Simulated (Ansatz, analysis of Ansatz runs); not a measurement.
**Migration in Al3GaN4 (Pm): H transfer from N to N, charge +1**

Wanted: path and barrier of a jump of H in Al3GaN4 (Pm) at charge +1. The case: H transfer from N to N, in a cell of 96 host atoms with 1 H put in.

Method: plane-wave PAW DFT, PBEsol; nudged elastic band between two relaxed defect structures at fixed charge in a uniform background, in Ansatz 0.2.0.

Report form: the programs' logs are mostly left out.

### 1. The starting structure

The cell holds 97 atoms: 36 Al, 12 Ga, 48 N and 1 H. Its edges and angles: a = 10.087 Å, b = 9.390 Å, c = 10.836 Å, α = 90.0°, β = 90.0°, γ = 90.0°. It derives from Al3GaN4 (space group Pm). Nearest the centre at fractional (0.437, 0.500, 0.502): H97 at 0.50 Å, Al66 at 1.12 Å, N78 at 1.53 Å, N23 at 1.54 Å, Al25 at 2.08 Å, Al91 at 2.45 Å, Al75 at 2.45 Å, N48 at 2.66 Å. The cell carries charge +1.

The cell's shortest repeat is 9.4 Å.

### 2. Relaxation of the start point, charge +1

The ends come first: from an unrelaxed start the top is counted from too high an energy, and the barrier comes out too low. Small random displacements break the symmetry of the ideal sites, so that the defect can distort if it gains by it. The charge of +1 is set by the electron count, and a uniform background keeps the cell neutral.

File qp1.start/input.yaml:

```yaml
crystal:
  lattice:
    - [10.08692303, 0.0, 0.00025291]
    - [0.0, 9.39015873, 0.0]
    - [-0.00644803, 0.0, 10.83602103]
  atoms:
    - { symbol: Al, position: [0.25011431, 0.16666667, 0.08366544] }
    - { symbol: Al, position: [0.00045971, 0.16666667, 0.41740264] }
    - { symbol: Al, position: [0.00054365, 0.0, 0.16584605] }
    - { symbol: Ga, position: [0.24970977, 0.0, 0.33310103] }
    - { symbol: "N", position: [0.05558724, 0.0, 0.33316332] }
    - { symbol: "N", position: [0.06122767, 0.16666667, 0.08357752] }
    - { symbol: "N", position: [0.31256197, 0.16666667, 0.4200968] }
    - { symbol: "N", position: [0.31159519, 0.0, 0.16314769] }
    - { symbol: Al, position: [0.25011431, 0.16666667, 0.58366544] }
    - { symbol: Al, position: [0.00045971, 0.16666667, 0.91740264] }
    - { symbol: Al, position: [0.00054365, 0.0, 0.66584605] }
    - { symbol: Ga, position: [0.24970977, 0.0, 0.83310103] }
    - { symbol: "N", position: [0.05558724, 0.0, 0.83316332] }
    - { symbol: "N", position: [0.06122767, 0.16666667, 0.58357752] }
    - { symbol: "N", position: [0.31256197, 0.16666667, 0.9200968] }
    - { symbol: "N", position: [0.31159519, 0.0, 0.66314769] }
    - { symbol: Al, position: [0.25011431, 0.5, 0.08366544] }
    - { symbol: Al, position: [0.00045971, 0.5, 0.41740264] }
    - { symbol: Al, position: [0.00054365, 0.33333333, 0.16584605] }
    - { symbol: Ga, position: [0.24970977, 0.33333333, 0.33310103] }
    - { symbol: "N", position: [0.05558724, 0.33333333, 0.33316332] }
    - { symbol: "N", position: [0.06122767, 0.5, 0.08357752] }
    - { symbol: "N", position: [0.31256197, 0.5, 0.4200968] }
    - { symbol: "N", position: [0.31159519, 0.33333333, 0.16314769] }
    - { symbol: Al, position: [0.25011431, 0.5, 0.58366544] }
    - { symbol: Al, position: [0.00045971, 0.5, 0.91740264] }
    - { symbol: Al, position: [0.00054365, 0.33333333, 0.66584605] }
    - { symbol: Ga, position: [0.24970977, 0.33333333, 0.83310103] }
    - { symbol: "N", position: [0.05558724, 0.33333333, 0.83316332] }
    - { symbol: "N", position: [0.06122767, 0.5, 0.58357752] }
    - { symbol: "N", position: [0.31256197, 0.5, 0.9200968] }
    - { symbol: "N", position: [0.31159519, 0.33333333, 0.66314769] }
    - { symbol: Al, position: [0.25011431, 0.83333333, 0.08366544] }
    - { symbol: Al, position: [0.00045971, 0.83333333, 0.41740264] }
    - { symbol: Al, position: [0.00054365, 0.66666667, 0.16584605] }
    - { symbol: Ga, position: [0.24970977, 0.66666667, 0.33310103] }
    - { symbol: "N", position: [0.05558724, 0.66666667, 0.33316332] }
    - { symbol: "N", position: [0.06122767, 0.83333333, 0.08357752] }
    - { symbol: "N", position: [0.31256197, 0.83333333, 0.4200968] }
    - { symbol: "N", position: [0.31159519, 0.66666667, 0.16314769] }
    - { symbol: Al, position: [0.25011431, 0.83333333, 0.58366544] }
    - { symbol: Al, position: [0.00045971, 0.83333333, 0.91740264] }
    - { symbol: Al, position: [0.00054365, 0.66666667, 0.66584605] }
    - { symbol: Ga, position: [0.24970977, 0.66666667, 0.83310103] }
    - { symbol: "N", position: [0.05558724, 0.66666667, 0.83316332] }
    - { symbol: "N", position: [0.06122767, 0.83333333, 0.58357752] }
    - { symbol: "N", position: [0.31256197, 0.83333333, 0.9200968] }
    - { symbol: "N", position: [0.31159519, 0.66666667, 0.66314769] }
    - { symbol: Al, position: [0.75011431, 0.16666667, 0.08366544] }
    - { symbol: Al, position: [0.50045971, 0.16666667, 0.41740264] }
    - { symbol: Al, position: [0.50054365, 0.0, 0.16584605] }
    - { symbol: Ga, position: [0.74970977, 0.0, 0.33310103] }
    - { symbol: "N", position: [0.55558724, 0.0, 0.33316332] }
    - { symbol: "N", position: [0.56122767, 0.16666667, 0.08357752] }
    - { symbol: "N", position: [0.81256197, 0.16666667, 0.4200968] }
    - { symbol: "N", position: [0.81159519, 0.0, 0.16314769] }
    - { symbol: Al, position: [0.75011431, 0.16666667, 0.58366544] }
    - { symbol: Al, position: [0.50045971, 0.16666667, 0.91740264] }
    - { symbol: Al, position: [0.50054365, 0.0, 0.66584605] }
    - { symbol: Ga, position: [0.74970977, 0.0, 0.83310103] }
    - { symbol: "N", position: [0.55558724, 0.0, 0.83316332] }
    - { symbol: "N", position: [0.56122767, 0.16666667, 0.58357752] }
    - { symbol: "N", position: [0.81256197, 0.16666667, 0.9200968] }
    - { symbol: "N", position: [0.81159519, 0.0, 0.66314769] }
    - { symbol: Al, position: [0.75011431, 0.5, 0.08366544] }
    - { symbol: Al, position: [0.50045971, 0.5, 0.41740264] }
    - { symbol: Al, position: [0.50054365, 0.33333333, 0.16584605] }
    - { symbol: Ga, position: [0.74970977, 0.33333333, 0.33310103] }
    - { symbol: "N", position: [0.55558724, 0.33333333, 0.33316332] }
    - { symbol: "N", position: [0.56122767, 0.5, 0.08357752] }
    - { symbol: "N", position: [0.81256197, 0.5, 0.4200968] }
    - { symbol: "N", position: [0.81159519, 0.33333333, 0.16314769] }
    - { symbol: Al, position: [0.75011431, 0.5, 0.58366544] }
    - { symbol: Al, position: [0.50045971, 0.5, 0.91740264] }
    - { symbol: Al, position: [0.50054365, 0.33333333, 0.66584605] }
    - { symbol: Ga, position: [0.74970977, 0.33333333, 0.83310103] }
    - { symbol: "N", position: [0.55558724, 0.33333333, 0.83316332] }
    - { symbol: "N", position: [0.56122767, 0.5, 0.58357752] }
    - { symbol: "N", position: [0.81256197, 0.5, 0.9200968] }
    - { symbol: "N", position: [0.81159519, 0.33333333, 0.66314769] }
    - { symbol: Al, position: [0.75011431, 0.83333333, 0.08366544] }
    - { symbol: Al, position: [0.50045971, 0.83333333, 0.41740264] }
    - { symbol: Al, position: [0.50054365, 0.66666667, 0.16584605] }
    - { symbol: Ga, position: [0.74970977, 0.66666667, 0.33310103] }
    - { symbol: "N", position: [0.55558724, 0.66666667, 0.33316332] }
    - { symbol: "N", position: [0.56122767, 0.83333333, 0.08357752] }
    - { symbol: "N", position: [0.81256197, 0.83333333, 0.4200968] }
    - { symbol: "N", position: [0.81159519, 0.66666667, 0.16314769] }
    - { symbol: Al, position: [0.75011431, 0.83333333, 0.58366544] }
    - { symbol: Al, position: [0.50045971, 0.83333333, 0.91740264] }
    - { symbol: Al, position: [0.50054365, 0.66666667, 0.66584605] }
    - { symbol: Ga, position: [0.74970977, 0.66666667, 0.83310103] }
    - { symbol: "N", position: [0.55558724, 0.66666667, 0.83316332] }
    - { symbol: "N", position: [0.56122767, 0.83333333, 0.58357752] }
    - { symbol: "N", position: [0.81256197, 0.83333333, 0.9200968] }
    - { symbol: "N", position: [0.81159519, 0.66666667, 0.66314769] }
    - { symbol: H, position: [0.477708, 0.5, 0.528743] }
total_charge: 1
basis:
  ecutwfc: 420
  xc_grid: 2
hamiltonian:
  xc: pbesol
kpoints:
  mp_grid: { grid: [1, 1, 1], shift: [0.25, 0.25, 0.25] }
scf:
  occupations: { method: fixed }
  max_iter: 120
output:
  forces: true
relax:
  f_tol: 0.02
  max_steps: 70
  random_displacement: { amplitude: 0.03, seed: 1308 }
```

On the command line:

```bash
$ ansatz run input.yaml --threads 32 --pin off --max-ram 84787MiB --backend cuda --events-out ev --progress --plain --runs-dir out --max-vram 78GiB
```

Elapsed: 6.1 s, on 1 × NVIDIA GB200 with 32 threads of Arm Neoverse V2, shared host; peak memory 1.4 GiB; 33 s of CPU time.

Step by step:

| step | energy less that of the first step (eV) | largest force component (eV/Å) |
| --- | --- | --- |
| 1 | 0.0000 | 13.1464 |
| 2 | -2.3889 | 6.6092 |
| 3 | -3.2972 | 3.0900 |
| 4 | -3.6768 | 0.8452 |
| 5 | -3.7634 | 0.1511 |
| 6 | -3.7735 | 0.0663 |
| 7 | -3.7744 | 0.0253 |
| 8 | -3.7745 | 0.0387 |
| 9 | -3.7746 | 0.0117 |

The atoms that moved most (Å, from the sites as typed, ahead of the random displacement):

| atom | dx | dy | dz | length |
| --- | --- | --- | --- | --- |
| H97 | -0.259 | 0.000 | 0.549 | 0.607 |
| Al66 | 0.014 | 0.000 | -0.159 | 0.159 |
| Al75 | 0.008 | -0.115 | 0.066 | 0.133 |
| Al91 | 0.007 | 0.115 | 0.066 | 0.133 |
| Al25 | -0.073 | 0.000 | -0.004 | 0.073 |
| N78 | -0.055 | 0.000 | -0.005 | 0.056 |
| Al73 | 0.043 | 0.000 | -0.008 | 0.044 |
| N30 | -0.042 | 0.000 | -0.007 | 0.043 |

Neighbours of H97 at the end:

| atom | distance (Å) |
| --- | --- |
| N78 | 1.046 |
| Al66 | 1.979 |
| Al75 | 2.018 |
| Al91 | 2.019 |
| Al25 | 2.111 |
| N23 | 2.199 |
| N48 | 2.273 |
| N32 | 2.273 |

Read from the output:

- free energy: -82111.8989 eV
- r.m.s. move of the farther half of the atoms: 0.009126 Å
- largest move from the ideal geometry of this structure, a common shift of the far atoms taken out: 0.6129 Å

The relaxation gained 3.775 eV and ended with a largest force component of 0.012 eV/Å.

### 3. Relaxation of the end point, charge +1

The end point is relaxed in the same cell and settings, so that the two energies compare. Atoms more than 3.2 Å from the middle of the hop start where the first relaxation left them, the nearer ones on or close to their ideal places, with small random displacements.

File qp1.end/input.yaml:

```yaml
crystal:
  lattice:
    - [10.08692303, 0.0, 0.00025291]
    - [0.0, 9.39015873, 0.0]
    - [-0.00644803, 0.0, 10.83602103]
  atoms:
    - { symbol: Al, position: [0.24988997, 0.16652181, 0.08368555] }
    - { symbol: Al, position: [0.00054045, 0.16650886, 0.41706985] }
    - { symbol: Al, position: [0.00079479, 7.1e-06, 0.16573523] }
    - { symbol: Ga, position: [0.24941374, -3.452e-05, 0.33261932] }
    - { symbol: "N", position: [0.05568407, 2.104e-05, 0.33315878] }
    - { symbol: "N", position: [0.0613419, 0.1666772, 0.08347917] }
    - { symbol: "N", position: [0.31217658, 0.1667962, 0.42007771] }
    - { symbol: "N", position: [0.31175974, -3.005e-05, 0.16299952] }
    - { symbol: Al, position: [0.24930019, 0.16656398, 0.58321737] }
    - { symbol: Al, position: [0.00076415, 0.16634904, 0.91753041] }
    - { symbol: Al, position: [0.00081689, 5.19e-06, 0.66608713] }
    - { symbol: Ga, position: [0.24934431, -2.353e-05, 0.83326799] }
    - { symbol: "N", position: [0.05574881, 1.88e-05, 0.83304235] }
    - { symbol: "N", position: [0.06053759, 0.167228, 0.58368042] }
    - { symbol: "N", position: [0.31250035, 0.16694839, 0.91979685] }
    - { symbol: "N", position: [0.31130069, -2.163e-05, 0.66295093] }
    - { symbol: Al, position: [0.24986056, 0.4999629, 0.08374748] }
    - { symbol: Al, position: [-0.00194073, 0.50002927, 0.41609323] }
    - { symbol: Al, position: [0.00087676, 0.33330996, 0.16528765] }
    - { symbol: Ga, position: [0.24970977, 0.33333333, 0.33310103] }
    - { symbol: "N", position: [0.05513679, 0.33388303, 0.33324588] }
    - { symbol: "N", position: [0.06129716, 0.50000519, 0.08328036] }
    - { symbol: "N", position: [0.31256197, 0.5, 0.4200968] }
    - { symbol: "N", position: [0.31157752, 0.33342389, 0.1633945] }
    - { symbol: Al, position: [0.25011431, 0.5, 0.58366544] }
    - { symbol: Al, position: [0.00052415, 0.50002227, 0.91748325] }
    - { symbol: Al, position: [-0.00174549, 0.33236394, 0.66624459] }
    - { symbol: Ga, position: [0.24889153, 0.33345669, 0.83345303] }
    - { symbol: "N", position: [0.05496438, 0.33335663, 0.83253573] }
    - { symbol: "N", position: [0.05646938, 0.50000513, 0.58332311] }
    - { symbol: "N", position: [0.31219661, 0.50002994, 0.91989329] }
    - { symbol: "N", position: [0.31159519, 0.33333333, 0.66314769] }
    - { symbol: Al, position: [0.24989086, 0.83340608, 0.08367678] }
    - { symbol: Al, position: [0.00054253, 0.83354323, 0.41706875] }
    - { symbol: Al, position: [0.00088111, 0.66670553, 0.16528632] }
    - { symbol: Ga, position: [0.24970977, 0.66666667, 0.33310103] }
    - { symbol: "N", position: [0.05514604, 0.66616005, 0.33324451] }
    - { symbol: "N", position: [0.06134129, 0.83333597, 0.08347565] }
    - { symbol: "N", position: [0.31218293, 0.83325628, 0.42008455] }
    - { symbol: "N", position: [0.31157952, 0.6665221, 0.16338236] }
    - { symbol: Al, position: [0.24930074, 0.83335749, 0.58322239] }
    - { symbol: Al, position: [0.00076274, 0.83369837, 0.91752807] }
    - { symbol: Al, position: [-0.00174484, 0.66764923, 0.66624257] }
    - { symbol: Ga, position: [0.24888662, 0.66648396, 0.83345334] }
    - { symbol: "N", position: [0.05496064, 0.66667767, 0.83253882] }
    - { symbol: "N", position: [0.06054505, 0.8327786, 0.5836776] }
    - { symbol: "N", position: [0.31249853, 0.83312131, 0.91978123] }
    - { symbol: "N", position: [0.31159519, 0.66666667, 0.66314769] }
    - { symbol: Al, position: [0.75070589, 0.16618576, 0.08353032] }
    - { symbol: Al, position: [0.49960229, 0.16593248, 0.41654196] }
    - { symbol: Al, position: [0.50049004, 6.85e-06, 0.16611406] }
    - { symbol: Ga, position: [0.7498453, -2.736e-05, 0.33251903] }
    - { symbol: "N", position: [0.55570316, 2.224e-05, 0.33320059] }
    - { symbol: "N", position: [0.56172677, 0.16582783, 0.08351386] }
    - { symbol: "N", position: [0.81259704, 0.16658607, 0.41989113] }
    - { symbol: "N", position: [0.81193362, -2.859e-05, 0.16316664] }
    - { symbol: Al, position: [0.75067151, 0.16534314, 0.58295494] }
    - { symbol: Al, position: [0.50018571, 0.1652175, 0.91883089] }
    - { symbol: Al, position: [0.49986877, 7.25e-06, 0.66584371] }
    - { symbol: Ga, position: [0.74990067, -3.077e-05, 0.83304956] }
    - { symbol: "N", position: [0.55550125, 2.196e-05, 0.83258865] }
    - { symbol: "N", position: [0.56167836, 0.16508365, 0.5827196] }
    - { symbol: "N", position: [0.81287212, 0.16633977, 0.91991403] }
    - { symbol: "N", position: [0.81193711, -2.253e-05, 0.66318773] }
    - { symbol: Al, position: [0.75030944, 0.49996436, 0.08376714] }
    - { symbol: Al, position: [0.50045971, 0.5, 0.41740264] }
    - { symbol: Al, position: [0.50031273, 0.33211398, 0.16369716] }
    - { symbol: Ga, position: [0.75054819, 0.33164581, 0.33160409] }
    - { symbol: "N", position: [0.55558724, 0.33333333, 0.33316332] }
    - { symbol: "N", position: [0.56117918, 0.50000566, 0.08362742] }
    - { symbol: "N", position: [0.8089906, 0.50003469, 0.41973863] }
    - { symbol: "N", position: [0.81193704, 0.33323944, 0.16263296] }
    - { symbol: Al, position: [0.7538116, 0.4999649, 0.58327559] }
    - { symbol: Al, position: [0.4996705, 0.5000242, 0.91825043] }
    - { symbol: Al, position: [0.50054365, 0.33333333, 0.66584605] }
    - { symbol: Ga, position: [0.75029217, 0.33297784, 0.83477823] }
    - { symbol: "N", position: [0.55610638, 0.33265714, 0.83533056] }
    - { symbol: "N", position: [0.56122767, 0.5, 0.58357752] }
    - { symbol: "N", position: [0.81255887, 0.50002445, 0.92010232] }
    - { symbol: "N", position: [0.80802722, 0.33364945, 0.66301747] }
    - { symbol: Al, position: [0.75070803, 0.83374128, 0.08352525] }
    - { symbol: Al, position: [0.49960489, 0.83412307, 0.41654498] }
    - { symbol: Al, position: [0.50031306, 0.66790584, 0.16368817] }
    - { symbol: Ga, position: [0.75055061, 0.66830916, 0.33160065] }
    - { symbol: "N", position: [0.55558724, 0.66666667, 0.33316332] }
    - { symbol: "N", position: [0.56172814, 0.83418764, 0.08350602] }
    - { symbol: "N", position: [0.81260181, 0.83347902, 0.41988969] }
    - { symbol: "N", position: [0.81194176, 0.66670618, 0.16263164] }
    - { symbol: Al, position: [0.75067096, 0.83459143, 0.5829561] }
    - { symbol: Al, position: [0.50018487, 0.83483154, 0.91882332] }
    - { symbol: Al, position: [0.50054365, 0.66666667, 0.66584605] }
    - { symbol: Ga, position: [0.75028928, 0.66695619, 0.83477399] }
    - { symbol: "N", position: [0.55610028, 0.66737603, 0.83532718] }
    - { symbol: "N", position: [0.5616713, 0.83491608, 0.58272787] }
    - { symbol: "N", position: [0.81287037, 0.83370811, 0.91990521] }
    - { symbol: "N", position: [0.80803062, 0.66629587, 0.6630098] }
    - { symbol: H, position: [0.396537, 0.5, 0.475483] }
total_charge: 1
basis:
  ecutwfc: 420
  xc_grid: 2
hamiltonian:
  xc: pbesol
kpoints:
  mp_grid: { grid: [1, 1, 1], shift: [0.25, 0.25, 0.25] }
scf:
  occupations: { method: fixed }
  max_iter: 120
output:
  forces: true
relax:
  f_tol: 0.02
  max_steps: 70
  random_displacement: { amplitude: 0.01, seed: 1308 }
```

Wall time 11 s (1 × NVIDIA GB200 with 32 threads); peak memory 1.4 GiB.

The steps of the relaxation:

| step | energy less that of the first step (eV) | largest force component (eV/Å) |
| --- | --- | --- |
| 1 | 0.0000 | 12.1237 |
| 2 | -1.9061 | 6.0066 |
| 3 | -2.7288 | 2.6377 |
| 4 | -3.0308 | 0.2826 |
| 5 | -3.0525 | 0.3660 |
| 6 | -3.0826 | 0.2781 |
| 7 | -3.1017 | 0.1937 |
| 8 | -3.1298 | 0.4575 |
| 9 | -3.1508 | 0.7623 |
| 10 | -3.2472 | 0.3639 |
| 11 | -3.2957 | 0.2657 |
| 12 | -3.3104 | 0.3557 |
| 13 | -3.3160 | 0.3728 |
| 14 | -3.3034 | 1.1198 |
| 15 | -3.3226 | 0.0556 |
| 16 | -3.3265 | 0.0935 |
| 17 | -3.3273 | 0.0663 |
| 18 | -3.3277 | 0.0046 |
| 19 | -3.3277 | 0.0046 |

Relaxation step 14 was tried and not accepted.

The atoms that moved most (Å, from the sites as typed, ahead of the random displacement):

| atom | dx | dy | dz | length |
| --- | --- | --- | --- | --- |
| Al66 | 0.840 | 0.001 | 0.008 | 0.840 |
| H97 | -0.097 | -0.002 | -0.677 | 0.684 |
| N23 | -0.268 | 0.000 | -0.005 | 0.268 |
| N71 | -0.150 | 0.000 | 0.012 | 0.150 |
| Al73 | 0.034 | 0.000 | 0.141 | 0.145 |
| Ga84 | 0.066 | 0.100 | -0.051 | 0.130 |
| Ga68 | 0.066 | -0.099 | -0.050 | 0.129 |
| Ga20 | -0.087 | -0.048 | -0.026 | 0.102 |

Neighbours of H97 at the end:

| atom | distance (Å) |
| --- | --- |
| N23 | 1.021 |
| Al66 | 1.986 |
| Ga20 | 2.356 |
| Ga36 | 2.358 |
| Al25 | 2.399 |
| N69 | 2.512 |
| N85 | 2.516 |
| N78 | 2.625 |

Read from the output:

```yaml
free_energy: -82112.0772 eV
r_m_s_move_of_the_farther_half_of_the_atoms: 0.01665 Å
largest_move_from_the_ideal_geometry_of_this_structure_a_common_shift_of_the_far_atoms_taken_out: 0.8424 Å
```

The relaxation gained 3.328 eV and ended with a largest force component of 0.0046 eV/Å. The end lies 0.178 eV below the start.

(Part 1 of 3 ends here.)

[Logs are printed without paths, hosts, clocks, repeated set-up lines and the standing remarks that a program may print on its own settings, such as how far it seeks lower states.]

[Hosts, paths, dates, database ids (printed as entryN), source tags and the programs' standing remarks are cut or masked in the printed files.]
